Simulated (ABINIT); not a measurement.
# CaSiS3 (Pm-3m): from the cell to the phonon bands, part 3 of 6

How does CaSiS3 (Pm-3m) vibrate, and is this structure a minimum?

ABINIT 10.8.3; DFT PBE, scalar-relativistic, plane waves, PseudoDojo norm-conserving pseudopotentials.

So far. Step 5 (Relaxation): The volume changes by +0.0 % in this run and stands +16.5 % from the first cell. Step 7 (Linear response at Γ): The acoustic modes at Γ come out as far as 8.8 cm⁻¹ from zero, where they should vanish, a small numerical error. The lowest optical mode is imaginary, 142i cm⁻¹, an instability at this level and on this k mesh. The relaxed cell has a = 4.620 Å (conventional setting).

The structure was built from a prototype and need not be the compound's stable phase.

### 8. Modes with the sum rule

anaddb reads the merged derivatives and imposes the acoustic sum rule.

Input file anaddb.abi:

```
ddb_filepath "gamma_DDB"
output_file "anaddb.abo"
outdata_prefix "anaddb"
asr 1
chneut 1
enunit 2
eivec 1
nph1l 1
qph1l 0.0 0.0 0.0 1.0
```

Input file mrgddb.in:

```
gamma_DDB
merged
2
dfpt_gammao_DDB
gso_DDB
```

Run with:

```
> mrgddb < mrgddb.in > mrgddb.log
> OMP_NUM_THREADS=1 anaddb anaddb.abi > anaddb.log
```

anaddb.abo, the main output file:

```text
-outvars_anaddb: echo values of input variables ----------------------

 Miscellaneous information :
      enunit         2
       eivec         1
         asr         1
 First list of wavevector (reduced coord.) :
       nph1l         1
       qph1l
                     0.00000000E+00  0.00000000E+00  0.00000000E+00    1.000E+00

================================================================================

 read the DDB information and perform some checks

  ==== Info on the Cryst% object ====
 Real(R)+Recip(G) space primitive vectors, cartesian coordinates (Bohr,Bohr^-1):
 R(1)=  8.7304461  0.0000000  0.0000000  G(1)=  0.1145417  0.0000000  0.0000000
 R(2)=  0.0000000  8.7304461  0.0000000  G(2)=  0.0000000  0.1145417  0.0000000
 R(3)=  0.0000000  0.0000000  8.7304461  G(3)=  0.0000000  0.0000000  0.1145417
 Unit cell volume ucvol=  6.6544063E+02 bohr^3
 Angles (23,13,12)=  9.00000000E+01  9.00000000E+01  9.00000000E+01 degrees
 Time-reversal symmetry is present
 Reduced atomic positions [iatom, xred, symbol]:
    1)    0.0000000  0.0000000  0.0000000  Ca
    2)    0.5000000  0.5000000  0.5000000  Si
    3)    0.5000000  0.5000000  0.0000000   S
    4)    0.5000000  0.0000000  0.5000000   S
    5)    0.0000000  0.5000000  0.5000000   S

 DDB file with 3 blocks has been read.

================================================================================

 Treat the first list of vectors

  Phonon wavevector (reduced coordinates) :  0.00000  0.00000  0.00000
 Phonon energies in Hartree :
  -6.485606E-04 -6.485606E-04 -6.485606E-04 -3.849314E-04 -3.849314E-04
  -3.849314E-04 -7.131112E-05 -7.131112E-05 -7.131112E-05  0.000000E+00
   0.000000E+00  0.000000E+00  1.310028E-03  1.310028E-03  1.310028E-03
 Phonon energies in meV     :
- -1.764823E+01 -1.764823E+01 -1.764823E+01 -1.047452E+01 -1.047452E+01
- -1.047452E+01 -1.940475E+00 -1.940475E+00 -1.940475E+00  0.000000E+00
-  0.000000E+00  0.000000E+00  3.564767E+01  3.564767E+01  3.564767E+01
 Phonon frequencies in cm-1    :
- -1.423426E+02 -1.423426E+02 -1.423426E+02 -8.448267E+01 -8.448267E+01
- -8.448267E+01 -1.565098E+01 -1.565098E+01 -1.565098E+01  0.000000E+00
-  0.000000E+00  0.000000E+00  2.875178E+02  2.875178E+02  2.875178E+02
 Phonon frequencies in Thz     :
- -4.267324E+00 -4.267324E+00 -4.267324E+00 -2.532727E+00 -2.532727E+00
- -2.532727E+00 -4.692046E-01 -4.692046E-01 -4.692046E-01  0.000000E+00
-  0.000000E+00  0.000000E+00  8.619568E+00  8.619568E+00  8.619568E+00
 Phonon energies in Kelvin  :
- -2.047993E+02 -2.047993E+02 -2.047993E+02 -1.215517E+02 -1.215517E+02
- -1.215517E+02 -2.251827E+01 -2.251827E+01 -2.251827E+01  0.000000E+00
-  0.000000E+00  0.000000E+00  4.136740E+02  4.136740E+02  4.136740E+02

 Eigendisplacements
 (will be given, for each mode : in cartesian coordinates
   for each atom the real part of the displacement vector,
   then the imaginary part of the displacement vector - absolute values smaller than 1.0d-7 are set to zero)
  Mode number    1   Energy   -6.485606E-04
 Attention : low frequency mode.
   (Could be unstable or acoustic mode)
-  1  0.00000000E+00  0.00000000E+00 -1.14086831E-03
-     0.00000000E+00  0.00000000E+00  0.00000000E+00
-  2  0.00000000E+00  0.00000000E+00 -2.94515293E-03
-     0.00000000E+00  0.00000000E+00  0.00000000E+00
-  3  0.00000000E+00  0.00000000E+00  3.48616176E-05
-     0.00000000E+00  0.00000000E+00  0.00000000E+00
-  4  0.00000000E+00  0.00000000E+00  1.98527548E-03
-     0.00000000E+00  0.00000000E+00  0.00000000E+00
-  5  0.00000000E+00  0.00000000E+00  1.98527548E-03
-     0.00000000E+00  0.00000000E+00  0.00000000E+00
  Mode number    2   Energy   -6.485606E-04
 Attention : low frequency mode.
   (Could be unstable or acoustic mode)
-  1  0.00000000E+00 -1.14086831E-03  0.00000000E+00
-     0.00000000E+00  0.00000000E+00  0.00000000E+00
-  2  0.00000000E+00 -2.94515293E-03  0.00000000E+00
-     0.00000000E+00  0.00000000E+00  0.00000000E+00
-  3  0.00000000E+00  1.98527548E-03  0.00000000E+00
-     0.00000000E+00  0.00000000E+00  0.00000000E+00
-  4  0.00000000E+00  3.48616176E-05  0.00000000E+00
-     0.00000000E+00  0.00000000E+00  0.00000000E+00
-  5  0.00000000E+00  1.98527548E-03  0.00000000E+00
-     0.00000000E+00  0.00000000E+00  0.00000000E+00
  Mode number    3   Energy   -6.485606E-04
 Attention : low frequency mode.
   (Could be unstable or acoustic mode)
-  1  1.14086831E-03  0.00000000E+00  0.00000000E+00
-     0.00000000E+00  0.00000000E+00  0.00000000E+00
-  2  2.94515293E-03  0.00000000E+00  0.00000000E+00
-     0.00000000E+00  0.00000000E+00  0.00000000E+00
-  3 -1.98527548E-03  0.00000000E+00  0.00000000E+00
-     0.00000000E+00  0.00000000E+00  0.00000000E+00
-  4 -1.98527548E-03  0.00000000E+00  0.00000000E+00
-     0.00000000E+00  0.00000000E+00  0.00000000E+00
-  5 -3.48616176E-05  0.00000000E+00  0.00000000E+00
-     0.00000000E+00  0.00000000E+00  0.00000000E+00
  Mode number    4   Energy   -3.849314E-04
 Attention : low frequency mode.
   (Could be unstable or acoustic mode)
-  1  0.00000000E+00  0.00000000E+00  0.00000000E+00
-     0.00000000E+00  0.00000000E+00  0.00000000E+00
-  2  0.00000000E+00  0.00000000E+00  0.00000000E+00
-     0.00000000E+00  0.00000000E+00  0.00000000E+00
-  3  0.00000000E+00  0.00000000E+00  0.00000000E+00
-     0.00000000E+00  0.00000000E+00  0.00000000E+00
-  4  0.00000000E+00  0.00000000E+00 -2.92470830E-03
-     0.00000000E+00  0.00000000E+00  0.00000000E+00
-  5  0.00000000E+00  0.00000000E+00  2.92470830E-03
-     0.00000000E+00  0.00000000E+00  0.00000000E+00
  Mode number    5   Energy   -3.849314E-04
 Attention : low frequency mode.
   (Could be unstable or acoustic mode)
-  1  0.00000000E+00  0.00000000E+00  0.00000000E+00
-     0.00000000E+00  0.00000000E+00  0.00000000E+00
-  2  0.00000000E+00  0.00000000E+00  0.00000000E+00
-     0.00000000E+00  0.00000000E+00  0.00000000E+00
-  3  0.00000000E+00 -2.92470830E-03  0.00000000E+00
-     0.00000000E+00  0.00000000E+00  0.00000000E+00
-  4  0.00000000E+00  0.00000000E+00  0.00000000E+00
-     0.00000000E+00  0.00000000E+00  0.00000000E+00
-  5  0.00000000E+00  2.92470830E-03  0.00000000E+00
-     0.00000000E+00  0.00000000E+00  0.00000000E+00
  Mode number    6   Energy   -3.849314E-04
 Attention : low frequency mode.
   (Could be unstable or acoustic mode)
-  1  0.00000000E+00  0.00000000E+00  0.00000000E+00
-     0.00000000E+00  0.00000000E+00  0.00000000E+00
-  2  0.00000000E+00  0.00000000E+00  0.00000000E+00
-     0.00000000E+00  0.00000000E+00  0.00000000E+00
-  3  2.92470830E-03  0.00000000E+00  0.00000000E+00
-     0.00000000E+00  0.00000000E+00  0.00000000E+00
-  4 -2.92470830E-03  0.00000000E+00  0.00000000E+00
-     0.00000000E+00  0.00000000E+00  0.00000000E+00
-  5  0.00000000E+00  0.00000000E+00  0.00000000E+00
-     0.00000000E+00  0.00000000E+00  0.00000000E+00
  Mode number    7   Energy   -7.131112E-05
 Attention : low frequency mode.
   (Could be unstable or acoustic mode)
-  1  0.00000000E+00  0.00000000E+00  3.00500330E-03
-     0.00000000E+00  0.00000000E+00  0.00000000E+00
-  2  0.00000000E+00  0.00000000E+00 -2.29588946E-03
-     0.00000000E+00  0.00000000E+00  0.00000000E+00
-  3  0.00000000E+00  0.00000000E+00 -9.37043360E-04
-     0.00000000E+00  0.00000000E+00  0.00000000E+00
-  4  0.00000000E+00  0.00000000E+00 -4.04176143E-04
-     0.00000000E+00  0.00000000E+00  0.00000000E+00
-  5  0.00000000E+00  0.00000000E+00 -4.04176143E-04
-     0.00000000E+00  0.00000000E+00  0.00000000E+00
  Mode number    8   Energy   -7.131112E-05
 Attention : low frequency mode.
   (Could be unstable or acoustic mode)
-  1  0.00000000E+00  3.00500329E-03  0.00000000E+00
-     0.00000000E+00  0.00000000E+00  0.00000000E+00
-  2  0.00000000E+00 -2.29588946E-03  0.00000000E+00
-     0.00000000E+00  0.00000000E+00  0.00000000E+00
-  3  0.00000000E+00 -4.04176143E-04  0.00000000E+00
-     0.00000000E+00  0.00000000E+00  0.00000000E+00
-  4  0.00000000E+00 -9.37043360E-04  0.00000000E+00
-     0.00000000E+00  0.00000000E+00  0.00000000E+00
-  5  0.00000000E+00 -4.04176143E-04  0.00000000E+00
-     0.00000000E+00  0.00000000E+00  0.00000000E+00
  Mode number    9   Energy   -7.131112E-05
 Attention : low frequency mode.
   (Could be unstable or acoustic mode)
-  1  3.00500330E-03  0.00000000E+00  0.00000000E+00
-     0.00000000E+00  0.00000000E+00  0.00000000E+00
-  2 -2.29588946E-03  0.00000000E+00  0.00000000E+00
-     0.00000000E+00  0.00000000E+00  0.00000000E+00
-  3 -4.04176143E-04  0.00000000E+00  0.00000000E+00
-     0.00000000E+00  0.00000000E+00  0.00000000E+00
-  4 -4.04176143E-04  0.00000000E+00  0.00000000E+00
-     0.00000000E+00  0.00000000E+00  0.00000000E+00
-  5 -9.37043360E-04  0.00000000E+00  0.00000000E+00
-     0.00000000E+00  0.00000000E+00  0.00000000E+00
  Mode number   10   Energy    0.000000E+00
 Attention : low frequency mode.
   (Could be unstable or acoustic mode)
-  1  0.00000000E+00  0.00000000E+00  1.82705862E-03
-     0.00000000E+00  0.00000000E+00  0.00000000E+00
-  2  0.00000000E+00  0.00000000E+00  1.82678971E-03
-     0.00000000E+00  0.00000000E+00  0.00000000E+00
-  3  0.00000000E+00  0.00000000E+00  1.82687308E-03
-     0.00000000E+00  0.00000000E+00  0.00000000E+00
-  4  0.00000000E+00  0.00000000E+00  1.82691788E-03
-     0.00000000E+00  0.00000000E+00  0.00000000E+00
-  5  0.00000000E+00  0.00000000E+00  1.82691788E-03
-     0.00000000E+00  0.00000000E+00  0.00000000E+00
  Mode number   11   Energy    0.000000E+00
 Attention : low frequency mode.
   (Could be unstable or acoustic mode)
-  1  0.00000000E+00  1.82705862E-03  0.00000000E+00
-     0.00000000E+00  0.00000000E+00  0.00000000E+00
-  2  0.00000000E+00  1.82678971E-03  0.00000000E+00
-     0.00000000E+00  0.00000000E+00  0.00000000E+00
-  3  0.00000000E+00  1.82691788E-03  0.00000000E+00
-     0.00000000E+00  0.00000000E+00  0.00000000E+00
-  4  0.00000000E+00  1.82687308E-03  0.00000000E+00
-     0.00000000E+00  0.00000000E+00  0.00000000E+00
-  5  0.00000000E+00  1.82691788E-03  0.00000000E+00
-     0.00000000E+00  0.00000000E+00  0.00000000E+00
  Mode number   12   Energy    0.000000E+00
 Attention : low frequency mode.
   (Could be unstable or acoustic mode)
-  1  1.82705862E-03  0.00000000E+00  0.00000000E+00
-     0.00000000E+00  0.00000000E+00  0.00000000E+00
-  2  1.82678971E-03  0.00000000E+00  0.00000000E+00
-     0.00000000E+00  0.00000000E+00  0.00000000E+00
-  3  1.82691788E-03  0.00000000E+00  0.00000000E+00
-     0.00000000E+00  0.00000000E+00  0.00000000E+00
-  4  1.82691788E-03  0.00000000E+00  0.00000000E+00
-     0.00000000E+00  0.00000000E+00  0.00000000E+00
-  5  1.82687308E-03  0.00000000E+00  0.00000000E+00
-     0.00000000E+00  0.00000000E+00  0.00000000E+00
  Mode number   13   Energy    1.310028E-03
-  1  0.00000000E+00  0.00000000E+00  1.34305590E-04
-     0.00000000E+00  0.00000000E+00  0.00000000E+00
-  2  0.00000000E+00  0.00000000E+00  1.50010029E-03
-     0.00000000E+00  0.00000000E+00  0.00000000E+00
-  3  0.00000000E+00  0.00000000E+00 -3.59041870E-03
-     0.00000000E+00  0.00000000E+00  0.00000000E+00
-  4  0.00000000E+00  0.00000000E+00  1.05433040E-03
-     0.00000000E+00  0.00000000E+00  0.00000000E+00
-  5  0.00000000E+00  0.00000000E+00  1.05433040E-03
-     0.00000000E+00  0.00000000E+00  0.00000000E+00
  Mode number   14   Energy    1.310028E-03
-  1  0.00000000E+00  1.34305589E-04  0.00000000E+00
-     0.00000000E+00  0.00000000E+00  0.00000000E+00
-  2  0.00000000E+00  1.50010029E-03  0.00000000E+00
-     0.00000000E+00  0.00000000E+00  0.00000000E+00
-  3  0.00000000E+00  1.05433040E-03  0.00000000E+00
-     0.00000000E+00  0.00000000E+00  0.00000000E+00
-  4  0.00000000E+00 -3.59041870E-03  0.00000000E+00
-     0.00000000E+00  0.00000000E+00  0.00000000E+00
-  5  0.00000000E+00  1.05433040E-03  0.00000000E+00
-     0.00000000E+00  0.00000000E+00  0.00000000E+00
  Mode number   15   Energy    1.310028E-03
-  1  1.34305589E-04  0.00000000E+00  0.00000000E+00
-     0.00000000E+00  0.00000000E+00  0.00000000E+00
-  2  1.50010029E-03  0.00000000E+00  0.00000000E+00
-     0.00000000E+00  0.00000000E+00  0.00000000E+00
-  3  1.05433040E-03  0.00000000E+00  0.00000000E+00
-     0.00000000E+00  0.00000000E+00  0.00000000E+00
-  4  1.05433040E-03  0.00000000E+00  0.00000000E+00
-     0.00000000E+00  0.00000000E+00  0.00000000E+00
-  5 -3.59041870E-03  0.00000000E+00  0.00000000E+00
-     0.00000000E+00  0.00000000E+00  0.00000000E+00

 Analysis of degeneracies and characters (maximum tolerance=1.00E-06 a.u.)
 For each vibration mode, or group of modes if degenerate,
 the characters are given for each symmetry operation (see the list in the log file).
 Symmetry characters of vibration mode #   1
       degenerate with vibration modes #   2 to    3
  3.0 -3.0 -1.0  1.0 -1.0  1.0 -1.0  1.0  1.0 -1.0 -1.0  1.0  1.0 -1.0 -1.0  1.0
 -0.0  0.0 -0.0  0.0  0.0 -0.0  0.0 -0.0  1.0 -1.0 -1.0  1.0 -1.0  1.0  1.0 -1.0
 -0.0  0.0  0.0 -0.0  0.0 -0.0 -0.0  0.0  1.0 -1.0  1.0 -1.0 -1.0  1.0 -1.0  1.0
 Symmetry characters of vibration mode #   4
       degenerate with vibration modes #   5 to    6
  3.0 -3.0 -1.0  1.0 -1.0  1.0 -1.0  1.0 -1.0  1.0  1.0 -1.0 -1.0  1.0  1.0 -1.0
  0.0 -0.0  0.0 -0.0 -0.0  0.0 -0.0  0.0 -1.0  1.0  1.0 -1.0  1.0 -1.0 -1.0  1.0
  0.0 -0.0 -0.0  0.0 -0.0  0.0  0.0 -0.0 -1.0  1.0 -1.0  1.0  1.0 -1.0  1.0 -1.0
 Symmetry characters of vibration mode #   7
       degenerate with vibration modes #   8 to    9
  3.0 -3.0 -1.0  1.0 -1.0  1.0 -1.0  1.0  1.0 -1.0 -1.0  1.0  1.0 -1.0 -1.0  1.0
 -0.0  0.0  0.0 -0.0 -0.0  0.0  0.0 -0.0  1.0 -1.0 -1.0  1.0 -1.0  1.0  1.0 -1.0
 -0.0  0.0 -0.0  0.0  0.0 -0.0  0.0 -0.0  1.0 -1.0  1.0 -1.0 -1.0  1.0 -1.0  1.0
 Symmetry characters of vibration mode #  10
       degenerate with vibration modes #  11 to   12
  3.0 -3.0 -1.0  1.0 -1.0  1.0 -1.0  1.0  1.0 -1.0 -1.0  1.0  1.0 -1.0 -1.0  1.0
  0.0 -0.0  0.0 -0.0 -0.0  0.0 -0.0  0.0  1.0 -1.0 -1.0  1.0 -1.0  1.0  1.0 -1.0
  0.0 -0.0 -0.0  0.0 -0.0  0.0  0.0 -0.0  1.0 -1.0  1.0 -1.0 -1.0  1.0 -1.0  1.0
 Symmetry characters of vibration mode #  13
       degenerate with vibration modes #  14 to   15
  3.0 -3.0 -1.0  1.0 -1.0  1.0 -1.0  1.0  1.0 -1.0 -1.0  1.0  1.0 -1.0 -1.0  1.0
 -0.0  0.0 -0.0  0.0  0.0 -0.0  0.0 -0.0  1.0 -1.0 -1.0  1.0 -1.0  1.0  1.0 -1.0
 -0.0  0.0  0.0 -0.0  0.0 -0.0 -0.0  0.0  1.0 -1.0  1.0 -1.0 -1.0  1.0 -1.0  1.0
-
```

It took 0.51 s on 1 thread of Arm Neoverse V1, shared host.

Read from the output:

```yaml
highest_optical_zone_centre_mode_no_lo_to_term: 287.5 cm⁻¹
lowest_optical_zone_centre_mode: -142.3 cm⁻¹
```

No LO-TO term; unit eigenvectors of the mass-weighted matrix, from anaddb's displacements. Modes at Γ, with each element's share of the kinetic energy (negative means imaginary):

| mode | frequency (cm⁻¹) | symmetry | Ca % | Si % | S % |
| --- | --- | --- | --- | --- | --- |
| 1 | -142.3 | T1u | 10 | 44 | 46 |
| 2 | -142.3 | T1u | 10 | 44 | 46 |
| 3 | -142.3 | T1u | 10 | 44 | 46 |
| 4 | -84.5 | T2u | 0 | 0 | 100 |
| 5 | -84.5 | T2u | 0 | 0 | 100 |
| 6 | -84.5 | T2u | 0 | 0 | 100 |
| 7 | -15.7 | T1u | 66 | 27 | 7 |
| 8 | -15.7 | T1u | 66 | 27 | 7 |
| 9 | -15.7 | T1u | 66 | 27 | 7 |
| 10 | 0.0 | acoustic | 24 | 17 | 59 |
| 11 | 0.0 | acoustic | 24 | 17 | 59 |
| 12 | 0.0 | acoustic | 24 | 17 | 59 |
| 13 | 287.5 | T1u | 0 | 12 | 88 |
| 14 | 287.5 | T1u | 0 | 12 | 88 |
| 15 | 287.5 | T1u | 0 | 12 | 88 |

Displacements in mode 1 (-142.3 cm⁻¹), the largest set to 1:
```
Ca1  0.00  0.00 -0.39
Si2  0.00  0.00 -1.00
S3   0.00  0.00  0.01
S4   0.00  0.00  0.67
S5   0.00  0.00  0.67
```

Displacements in mode 7 (-15.7 cm⁻¹), the largest set to 1:
```
Ca1  0.00  0.00  1.00
Si2  0.00  0.00 -0.76
S3   0.00  0.00 -0.31
S4   0.00  0.00 -0.13
S5   0.00  0.00 -0.13
```

The rule also moves an optical mode by 3.8 cm⁻¹.

[end of part 3 of 6]

[Host names and launcher messages were left out of these logs when they were recorded.]

[Logs are printed without paths, hosts, clocks, repeated set-up lines and the standing remarks that a program may print on its own settings, such as how far it seeks lower states.]

[Hosts, paths, dates, database ids (printed as entryN), source tags and the programs' standing remarks are cut or masked in the printed files.]
